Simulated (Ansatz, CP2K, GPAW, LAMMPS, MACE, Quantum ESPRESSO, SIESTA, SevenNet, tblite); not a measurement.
## Running ionic liquid Pyr13+ Cl- at 400 K (112 atoms) with SIESTA

Aim: run ionic liquid Pyr13+ Cl- at 400 K (112 atoms) in SIESTA and see how near its forces come to a plane-wave reference, and at what cost.

Main program and level: SIESTA 5.4.2; the method is named at each step.

## Step 1: The structure

The cell holds 112 atoms: 32 C, 4 N, 72 H and 4 Cl. Cell: a = 10.205 Å, b = 10.205 Å, c = 10.205 Å, α = 90.0°, β = 90.0°, γ = 90.0°. 4 Pyr13+, 4 Cl- placed at random, at 1.02 g/cm³; overlaps pushed apart, then 10 ps at 700 K with Joung-Cheatham ions (J. Phys. Chem. B 112, 9020 (2008)); MMFF94 bonds, angles, torsions, charges and radii (Halgren, J. Comput. Chem. 17, 490 (1996)) in harmonic and 12-6 forms; charges of ions scaled by 0.8. Snapshot after 30 ps at 400 K and fixed volume.

The yardstick, on the same geometry:

* method: Kohn-Sham DFT, PBE, SSSP efficiency 1.3.0 pseudopotentials, plane waves (Quantum ESPRESSO 7.5); sssp-pbe-1.3.0-efficiency, cutoffs 60/480 Ry, Γ point
* r.m.s. force component: 0.9434 eV/Å
* longest force: 3.389 eV/Å
* pressure: 2.016 GPa
* gap (highest filled to lowest empty level): 4.009 eV
* time: 1.7 min on 2 MPI ranks of Arm Neoverse V2, shared host
* CPU time: 3.4 min

## Step 2: PBE, DZP, shift 0.01 Ry, mesh 500 Ry

Method: Kohn-Sham DFT, PBE, PseudoDojo 0.4.1 norm-conserving pseudopotentials (converted to PSML), numerical atomic orbitals (DZP), diagonalisation.

The .psml files are PseudoDojo norm-conserving potentials that we converted to this format, checked against plane waves on the same files for H, C, O, Si, Ge and Ca alone.

input.fdf reads:

```
SystemLabel cell
NumberOfAtoms 112
NumberOfSpecies 4
%block ChemicalSpeciesLabel
  1 6 C
  2 7 N
  3 1 H
  4 17 Cl
%endblock ChemicalSpeciesLabel
LatticeConstant 1.0 Ang
%block LatticeVectors
  10.20511 0.00000 0.00000
  0.00000 10.20511 0.00000
  0.00000 0.00000 10.20511
%endblock LatticeVectors
PAO.BasisSize DZP
PAO.EnergyShift 0.01 Ry
XC.Functional GGA
XC.Authors PBE
MeshCutoff 500 Ry
%block kgrid_Monkhorst_Pack
  1 0 0 0.0
  0 1 0 0.0
  0 0 1 0.0
%endblock kgrid_Monkhorst_Pack
SolutionMethod diagon
OccupationFunction FD
ElectronicTemperature 580 K
SCF.Mixer.Method Pulay
SCF.Mixer.Weight 0.15
SCF.Mixer.History 8
SCF.Mix Hamiltonian
MaxSCFIterations 300
SCF.DM.Tolerance 1e-04
SCF.H.Tolerance 1.0e-3 eV
WriteForces T
Write.HirshfeldPop T
Write.VoronoiPop T
Write.DM F
Write.H F
XML.Write F
AtomicCoordinatesFormat Fractional
%block AtomicCoordinatesAndAtomicSpecies
  0.12325 0.57522 0.40317 1
  0.01949 0.60848 0.30369 1
  0.01471 0.75656 0.28941 1
  0.90774 0.79978 0.20154 2
  0.77893 0.77925 0.28447 1
  0.92284 0.94143 0.17709 1
  0.02388 0.95039 0.06072 1
  0.01035 0.81277 0.99683 1
  0.90698 0.74343 0.06747 1
  0.12057 0.46997 0.40940 3
  0.09078 0.62080 0.49407 3
  0.22548 0.60745 0.38346 3
  0.05580 0.56550 0.21891 3
  0.92022 0.57668 0.33520 3
  0.09863 0.78931 0.23962 3
  0.00404 0.80245 0.38397 3
  0.75542 0.67502 0.29690 3
  0.70619 0.84198 0.23841 3
  0.79822 0.82336 0.38208 3
  0.83518 0.97594 0.11851 3
  0.94871 0.99695 0.26874 3
  0.99781 0.03045 0.00033 3
  0.13104 0.96439 0.09388 3
  0.10593 0.75820 0.01335 3
  0.98470 0.82748 0.89929 3
  0.92246 0.63867 0.07607 3
  0.80483 0.77291 0.02866 3
  0.13475 0.45364 0.96582 1
  0.20328 0.36892 0.07723 1
  0.31314 0.44783 0.14579 1
  0.39420 0.37520 0.24882 2
  0.47466 0.48765 0.30992 1
  0.32548 0.30407 0.35320 1
  0.40549 0.18517 0.37975 1
  0.52689 0.18843 0.29048 1
  0.48332 0.27452 0.17733 1
  0.12112 0.55493 0.98481 3
  0.19276 0.43777 0.87658 3
  0.03804 0.41545 0.94807 3
  0.12714 0.34722 0.14736 3
  0.23684 0.27859 0.03087 3
  0.38428 0.46936 0.07302 3
  0.28121 0.53306 0.18941 3
  0.41509 0.56230 0.34944 3
  0.54046 0.44370 0.38350 3
  0.54204 0.51506 0.23550 3
  0.22663 0.29084 0.31856 3
  0.32801 0.36632 0.44847 3
  0.42624 0.16253 0.48187 3
  0.35630 0.10095 0.35006 3
  0.60508 0.23773 0.34204 3
  0.55509 0.09216 0.26810 3
  0.42327 0.22463 0.10809 3
  0.56586 0.31927 0.13156 3
  0.61063 0.55739 0.96717 1
  0.60228 0.66657 0.86514 1
[... 52 atom lines left out ...]
  0.40107 0.82358 0.21104 4
  0.87998 0.77546 0.62125 4
  0.84444 0.30723 0.17877 4
  0.37334 0.31260 0.70476 4
%endblock AtomicCoordinatesAndAtomicSpecies
```

On the command line:

```
> OMP_NUM_THREADS=1 mpirun -np 2 siesta < input.fdf > output.txt
```

The program printed:

```text
Version         : 5.4.2
reinit: System Name:
reinit: System Label: cell
initatom: Reading input for the pseudopotentials and atomic orbitals ----------
Species number:   1 Atomic number:    6 Label: C
Species number:   2 Atomic number:    7 Label: N
Species number:   3 Atomic number:    1 Label: H
Species number:   4 Atomic number:   17 Label: Cl
Ground state valence configuration (from tables):   2s02  2p02  3d00  4f00
Ground state valence configuration (from tables):   2s02  2p03  3d00  4f00
Ground state valence configuration (from tables):   1s01  2p00  3d00  4f00
Ground state valence configuration (from tables):   3s02  3p05  3d00  4f00
---- Processing specs for species: C
GGA--PBE XC_GGA_X_PBE--XC_GGA_C_PBE pb
---- Processing specs for species: N
GGA--PBE XC_GGA_X_PBE--XC_GGA_C_PBE pb
---- Processing specs for species: H
GGA--PBE XC_GGA_X_PBE--XC_GGA_C_PBE pb
---- Processing specs for species: Cl
GGA--PBE XC_GGA_X_PBE--XC_GGA_C_PBE pb
C pseudopotential only contains V_ls up to l=1 -- lmxkb reset.
N pseudopotential only contains V_ls up to l=1 -- lmxkb reset.
H pseudopotential only contains V_ls up to l=1 -- lmxkb reset.
Cl pseudopotential only contains V_ls up to l=2 -- lmxkb reset.
Using PAO.SplitTailNorm
%block ChemicalSpeciesLabel
    1    6 C                       # Species index, atomic number, species label
    2    7 N                       # Species index, atomic number, species label
    3    1 H                       # Species index, atomic number, species label
    4   17 Cl                      # Species index, atomic number, species label
%endblock ChemicalSpeciesLabel
%block PAO.Basis                 # Define Basis set
C                     2                    # Species label, number of l-shells
 n=2   0   2                         # n, l, Nzeta
   4.484      3.048
   1.000      1.000
 n=2   1   2 P   1                   # n, l, Nzeta, Polarization, NzetaPol
   5.436      3.692
[...]
N                     2                    # Species label, number of l-shells
 n=2   0   2                         # n, l, Nzeta
[...]
n=2   1   2 P   1                   # n, l, Nzeta, Polarization, NzetaPol
[...]
H                     1                    # Species label, number of l-shells
 n=1   0   2 P   1                   # n, l, Nzeta, Polarization, NzetaPol
[...]
Cl                    2                    # Species label, number of l-shells
 n=3   0   2                         # n, l, Nzeta
[...]
n=3   1   2 P   1                   # n, l, Nzeta, Polarization, NzetaPol
   5.047      3.483
   1.000      1.000
%endblock PAO.Basis
coor:   Atomic-coordinates input format  =     Fractional
siesta: System type = bulk
initatomlists: Number of atoms, orbitals, and projectors:    112   880   720
siesta: ******************** Simulation parameters ****************************
Total number of electrons:   248.000000
Total ionic charge:   248.000000
 Kpoints in:            1 . Kpoints trimmed:            1
siesta: k-grid: Number of k-points = 1
siesta: k-points from Monkhorst-Pack grid
siesta: k-cutoff (effective) =     5.103 Ang
siesta: k-point supercell and displacements
siesta: k-grid:     1     0     0      0.000
siesta: k-grid:     0     1     0      0.000
siesta: k-grid:     0     0     1      0.000
                     ====================================
                        Single-point calculation
                     ====================================
outcell: Unit cell vectors (Ang):
       10.205110    0.000000    0.000000
        0.000000   10.205110    0.000000
        0.000000    0.000000   10.205110
outcell: Cell vector modules (Ang)   :   10.205110   10.205110   10.205110
outcell: Cell angles (23,13,12) (deg):     90.0000     90.0000     90.0000
outcell: Cell volume (Ang**3)        :   1062.8037
Gamma-point calculation with multiply-connected orbital pairs
Gamma-point calculation with multiply-connected orbital pairs
Folding of H and S implicitly performed
Folding of H and S implicitly performed
new_DM -- step:     1
Initializing Density Matrix...
Attempting to read DM from file... Failed...
DM filled with atomic data:
InitMesh: MESH = 144 x 144 x 144 = 2985984
InitMesh: Mesh cutoff (required, used) =   500.000   550.290 Ry
stepf: Fermi-Dirac step function
        iscf     Eharris(eV)        E_KS(eV)     FreeEng(eV)     dDmax    Ef(eV) dHmax(eV)
   scf:    1    -9329.913880    -9281.614658    -9281.614658  1.944655 -4.273478  6.530979
   scf:    2    -9301.182192    -9292.175696    -9292.175696  0.092793 -4.545678  4.356515
   scf:    3    -9302.259270    -9299.191682    -9299.191682  0.172712 -2.865615  1.697472
[...]
scf:   11    -9299.747283    -9299.747283    -9299.747283  0.000195 -3.558601  0.000518
   scf:   12    -9299.747283    -9299.747283    -9299.747283  0.000047 -3.558614  0.000203
SCF Convergence by DM+H criterion
max |DM_out - DM_in|         :     0.0000467243
max |H_out - H_in|      (eV) :     0.0002032326
SCF cycle converged after 12 iterations
Using DM_out to compute the final energy and forces
siesta: E_KS(eV) =            -9299.7473
siesta: E_KS - E_eggbox =     -9299.7473
siesta: Atomic forces (eV/Ang):
     1   -0.191610    0.418583    0.512592
     2   -0.259464    2.048455    1.784939
     3   -0.372530   -1.597050   -0.918627
[...]
111    0.054840    0.174944    0.134570
   112    0.109535    0.133050    0.025345
----------------------------------------
   Tot    0.001716   -0.003708    0.006341
----------------------------------------
   Max    3.945148
   Res    1.103975    sqrt( Sum f_i^2 / 3N )
----------------------------------------
   Max    3.945148    constrained
Stress tensor Voigt[x,y,z,yz,xz,xy] (kbar):      -35.60      -49.53      -45.25       -1.78        2.79       -2.75
(Free)E + p*V (eV/cell)    -9270.9197
Target enthalpy (eV/cell)    -9299.7473
siesta: Program's energy decomposition (eV):
siesta: Ebs     =     -3238.898065
siesta: Eions   =     16213.912594
siesta: Ena     =      4735.167452
siesta: Ekin    =      6072.304942
siesta: Enl     =      -228.210147
siesta: DEna    =      -306.174789
siesta: DUscf   =        33.585854
siesta: Ex      =     -3115.013635
siesta: Ec      =      -277.494365
siesta: Exc     =     -3392.508000
siesta: Eharris =     -9299.747283
siesta: Etot    =     -9299.747283
siesta: FreeEng =     -9299.747283
siesta: Final energy (eV):
siesta:  Band Struct. =   -3238.898065
siesta:       Kinetic =    6072.304942
siesta:       Hartree =    5397.643310
siesta:         Exch. =   -3115.013635
siesta:         Corr. =    -277.494365
siesta:   Exch.-corr. =   -3392.508000
siesta:  Ion-electron =  -16356.979372
siesta:       Ion-ion =   -1020.208162
siesta:         Total =   -9299.747283
siesta:         Fermi =      -3.558614
siesta: Stress tensor (static) (eV/Ang**3):
siesta:    -0.022218   -0.001715    0.001739
siesta:    -0.001715   -0.030913   -0.001110
siesta:     0.001739   -0.001110   -0.028241
siesta: Cell volume =       1062.803732 Ang**3
siesta: Pressure (static):
siesta:                Solid            Molecule  Units
siesta:           0.00029542          0.00032236  Ry/Bohr**3
siesta:           0.02712408          0.02959757  eV/Ang**3
siesta:          43.45756007         47.42053121  kBar
    Orbital volume contribution        =          32.823364 eV
    (Free)E + p_basis*V_orbitals       =       -9266.923919 eV
    (Free)Eharris+ p_basis*V_orbitals  =       -9266.923919 eV
Hirshfeld Atomic Populations:
Atom #   charge [q] valence [e]  Species
     1    -0.074471    4.074471  C
     2    -0.034552    4.034552  C
     3     0.005222    3.994778  C
     4     0.148055    4.851945  N
[...]
10     0.023415    0.976585  H
    11     0.013595    0.986405  H
    12     0.023599    0.976401  H
[...]
31     0.157635    4.842365  N
[...]
58     0.154711    4.845289  N
[...]
85     0.154623    4.845377  N
[...]
89    -0.039870    4.039870  C
    90     0.028433    3.971567  C
[...]
107     0.051010    0.948990  H
   108     0.039778    0.960222  H
   109    -0.566172    7.566172  Cl
   110    -0.514236    7.514236  Cl
   111    -0.521293    7.521293  Cl
   112    -0.488832    7.488832  Cl
--------------------
 Total     0.000005
```

Elapsed: 1.7 min, on 2 MPI ranks of Arm Neoverse V2, shared host; peak memory 1.7 GiB.

Banners and routine set-up lines are dropped from the logs; longer cuts are marked.

Against the reference:

- r.m.s. force component: 1.104 eV/Å
- r.m.s. difference of force components: 351.8 meV/Å
- longest difference of force vectors: 957.1 meV/Å
- force difference over r.m.s. force: 37.29 %
- slope of forces against the reference's: 1.115
- correlation of force components: 0.953
- gap (highest filled to lowest empty level): 3.945 eV
- gap difference: -0.0639 eV
- pressure: 4.346 GPa
- pressure difference: 2.33 GPa

This run lies far from the reference at the same functional.

Length of the force difference by element (eV/Å):

```
element  atoms   mean  most
      C     32   0.44  0.79
     Cl      4  0.090  0.10
      H     72   0.68  0.96
      N      4   0.17  0.23
```

Levels nearest the highest filled one (eV from it): -0.31, -0.30, -0.26, -0.24, -0.19, -0.12, -0.08, -0.07, -0.05, -0.02, 0.00, 0.00, 3.95, 4.41, 4.53, 4.61, 4.74, 4.78, 4.95, 4.99, 5.13, 5.19, 5.27, 5.40.

Local excerpt of 14 atoms (numbers count through the whole input) about N31, one of the 4 N atoms; x, y, z are measured from there.

```
atom      x      y      z  distance (Å)  bonds  Hirshfeld charge (e)     Fx     Fy  Fz (eV/Å)
 N31   0.00   0.00   0.00          0.00      4                  0.16   1.17   1.92      -1.33
 C33  -0.70  -0.73   1.07          1.47      4                  0.01   0.25   1.55       2.31
 C30  -0.83   0.74  -1.05          1.53      4                  0.01  -0.34  -3.95      -0.97
 C32   0.82   1.15   0.62          1.54      4                 -0.01   1.15  -3.42      -0.11
 C36   0.91  -1.03  -0.73          1.55      4                  0.02  -0.23  -0.01       2.57
 H42  -0.10   0.96  -1.79          2.04      1                  0.03   1.26   0.79      -1.27
 H47  -1.71  -0.86   0.71          2.04      1                  0.03  -1.25  -0.56      -0.10
 H43  -1.15   1.61  -0.61          2.07      1                  0.03  -1.21   2.94       1.26
 H46   1.51   1.43  -0.14          2.08      1                  0.04   0.91   1.20      -1.39
 H53   0.30  -1.54  -1.44          2.12      1                  0.04  -1.09  -0.89      -1.16
 H45   1.49   0.70   1.37          2.15      1                  0.04  -0.10  -0.18       0.62
 H48  -0.68  -0.09   2.04          2.15      1                  0.02  -0.38  -0.44      -0.95
 H44   0.21   1.91   1.03          2.18      1                  0.04  -1.22   1.62       0.48
 H54   1.75  -0.57  -1.20          2.20      1                  0.03   1.34   1.11      -0.84
```

Forces lie 37 % from the reference's, at 0.98 times its CPU time.

## Step 3: PBE, SZ, shift 0.02 Ry, mesh 500 Ry

Method: Kohn-Sham DFT, PBE, PseudoDojo 0.4.1 norm-conserving pseudopotentials (converted to PSML), numerical atomic orbitals (SZ), diagonalisation.

input.fdf, as its differences from that of step 2:

```diff
@@ -15,4 +15,4 @@
 %endblock LatticeVectors
-PAO.BasisSize DZP
-PAO.EnergyShift 0.01 Ry
+PAO.BasisSize SZ
+PAO.EnergyShift 0.02 Ry
 XC.Functional GGA
```

On the command line:

```
> OMP_NUM_THREADS=1 siesta < input.fdf > output.txt
```

The program printed:

```text
Version         : 5.4.2
reinit: System Name:
reinit: System Label: cell
initatom: Reading input for the pseudopotentials and atomic orbitals ----------
Species number:   1 Atomic number:    6 Label: C
Species number:   2 Atomic number:    7 Label: N
Species number:   3 Atomic number:    1 Label: H
Species number:   4 Atomic number:   17 Label: Cl
Ground state valence configuration (from tables):   2s02  2p02  3d00  4f00
Ground state valence configuration (from tables):   2s02  2p03  3d00  4f00
Ground state valence configuration (from tables):   1s01  2p00  3d00  4f00
Ground state valence configuration (from tables):   3s02  3p05  3d00  4f00
---- Processing specs for species: C
GGA--PBE XC_GGA_X_PBE--XC_GGA_C_PBE pb
---- Processing specs for species: N
[... lines left out ...]
Total number of electrons:   248.000000
[... lines left out ...]
stepf: Fermi-Dirac step function
        iscf     Eharris(eV)        E_KS(eV)     FreeEng(eV)     dDmax    Ef(eV) dHmax(eV)
[... lines left out ...]
SCF Convergence by DM+H criterion
[... lines left out ...]
SCF cycle converged after 20 iterations
[... lines left out ...]
   Max    6.508583
[... lines left out ...]
   Max    6.508583    constrained
Stress tensor Voigt[x,y,z,yz,xz,xy] (kbar):     -158.49     -179.95     -178.68      -12.94        7.88      -10.96
[... lines left out ...]
siesta: Etot    =     -9196.514185
siesta: FreeEng =     -9196.520327
siesta: Final energy (eV):
siesta:  Band Struct. =   -3263.313861
siesta:       Kinetic =    5784.263155
siesta:       Hartree =    5146.509152
siesta:         Exch. =   -3030.026364
siesta:         Corr. =    -283.190581
siesta:   Exch.-corr. =   -3313.216945
siesta:  Ion-electron =  -15690.384860
siesta:       Ion-ion =   -1123.684687
siesta:         Total =   -9196.514185
siesta:         Fermi =      -0.398353
siesta: Stress tensor (static) (eV/Ang**3):
siesta:    -0.098920   -0.006844    0.004916
siesta:    -0.006844   -0.112316   -0.008073
siesta:     0.004916   -0.008073   -0.111523
siesta: Cell volume =       1062.803732 Ang**3
siesta: Pressure (static):
siesta:                Solid            Molecule  Units
siesta:           0.00117176          0.00100279  Ry/Bohr**3
siesta:           0.10758595          0.09207153  eV/Ang**3
siesta:         172.37169806        147.51485708  kBar
    Orbital volume contribution        =          11.187835 eV
    (Free)E + p_basis*V_orbitals       =       -9185.332491 eV
    (Free)Eharris+ p_basis*V_orbitals  =       -9185.332527 eV
Hirshfeld Atomic Populations:
Atom #   charge [q] valence [e]  Species
     1    -0.051940    4.051940  C
     2    -0.011004    4.011004  C
     3     0.017338    3.982662  C
     4     0.170565    4.829435  N
[...]
10     0.013291    0.986709  H
    11     0.018759    0.981241  H
    12     0.019171    0.980829  H
[...]
31     0.173319    4.826681  N
[...]
58     0.172660    4.827340  N
[...]
85     0.175501    4.824499  N
[...]
89    -0.023026    4.023026  C
    90     0.035130    3.964870  C
[...]
107     0.042159    0.957841  H
   108     0.027369    0.972631  H
   109    -0.680020    7.680020  Cl
   110    -0.623142    7.623142  Cl
   111    -0.655822    7.655822  Cl
   112    -0.605457    7.605457  Cl
--------------------
 Total    -0.000003
```

Elapsed: 78 s, on 1 thread; peak memory 0.66 GiB.

Against the reference:

- r.m.s. force component: 2.167 eV/Å
- r.m.s. difference of force components: 1739 meV/Å
- longest difference of force vectors: 4806 meV/Å
- force difference over r.m.s. force: 184.3 %
- slope of forces against the reference's: 1.44
- correlation of force components: 0.6267
- gap (highest filled to lowest empty level): 0.5713 eV
- gap difference: -3.438 eV
- pressure: 17.24 GPa
- pressure difference: 15.22 GPa

This is a coarse setting, run to see what it loses.

Against the first run (37 %), the force difference from the reference is 184 %, at 0.39 times the CPU time (on 1 against 2 cores) (20 SCF steps against 12).

[end of part 1 of 3]

[Long decimals in the printed logs are rounded to 6 places.]

[Also dropped from logs without a mark: lines with file paths, logging warnings of Python, QE's lines on negative density and diagonalisation, SIESTA's first energy breakdown, zero terms and Voronoi charges.]

[Logs are printed without paths, hosts, clocks, repeated set-up lines and the standing remarks that a program may print on its own settings, such as how far it seeks lower states.]

[Hosts, paths, dates, database ids (printed as entryN), source tags and the programs' standing remarks are cut or masked in the printed files.]

[Most failed runs of this program on this cell are left out, timed-out ones always.]

[The MMFF94 radii named for the starting cell were scaled by 0.96; in molecules described by MMFF94, hydrogen bound to N, O or S took a small fixed 12-6 site in their place.]
